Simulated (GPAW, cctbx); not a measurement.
# KRuCl6: what bonding does to one electron reflection, worked out

KRuCl6, R-3m (no. 166), a = 9.3170 Å, b = 9.3170 Å, c = 8.5221 Å, α = 90.00°, β = 90.00°, γ = 120.00°.

| atom | mult. | x | y | z |
| --- | --- | --- | --- | --- |
| Ru1 | 3 | 0 | 0 | 0 |
| K1 | 3 | 0 | 0 | 1/2 |
| Cl1 | 18 | 0.4330 | 0.2165 | 0.4905 |

The cell comes from substitution in a known structure type and wasn't matched to any measured phase.

A DFT run (GPAW, PBE, 450 eV, 3×3×3 k-points, Fermi–Dirac width 0.05 eV) gives the static X-ray structure factor of 1 0 -2 as 136.895 e for the conventional cell; superposed free atoms give 137.959 e. **Problem.** Find the Fourier component V of the crystal potential and the two-beam extinction distance at 300 kV in both cases.

### 1. Geometry

The cell volume is Ω = 640.66 Å³ and d(1 0 -2) = 3.7679 Å, so g = 1/d = 0.2654 Å⁻¹.

### 2. The nuclei

Electrons feel nuclei as well as electrons, so the nuclear charges are summed with the same phases.

Phase sums Σ exp(2πi h·x), turned so that the total is real and positive: Ru +3.000, K +3.000, Cl -1.842. Then F_Z = 44 × (+3.000) + 19 × (+3.000) + 17 × (-1.842) = 157.68 e. The electron term has the same sign for this reflection.

### 3. Mott–Bethe

Poisson's equation, term by term, gives V = (e/4πε₀)(F_Z − F)/(πΩg²), with e/4πε₀ = 14.3996 V Å.

The prefactor is 14.3996 × 3.7679²/(π × 640.66) = 0.10157 V per electron. Free atoms: (157.68 − 137.959) × 0.10157 = 2.003 V. Crystal: (157.68 − 136.895) × 0.10157 = 2.111 V. F changes by -0.77 % and V by +5.4 %: the same 1.06 e is measured against F_Z − F = 19.7 e in place of F = 138.0 e.

### 4. Extinction distance

In the two-beam case ξ = 1/(λU) with U = 2γm₀eV/h², that is ξ = 150.41 V Å²/(γλV).

At 300 kV, λ = 0.01969 Å and γ = 1.5871. Free atoms: ξ = 2403 Å. Crystal: ξ = 2280 Å. The thickness fringes go as sin²(πt/ξ), so the two patterns slip by a quarter of a period when t|1/ξ₁ − 1/ξ₀| = 1/4, at t ≈ 1114 nm, thicker than usual samples. Thermal motion, absorption and many-beam coupling, left out here, change a real pattern.

### 5. Answer

V(1 0 -2) is 2.11 V against 2.00 V, and ξ is 2280 against 2403 Å. Limits: static atoms, two beams.
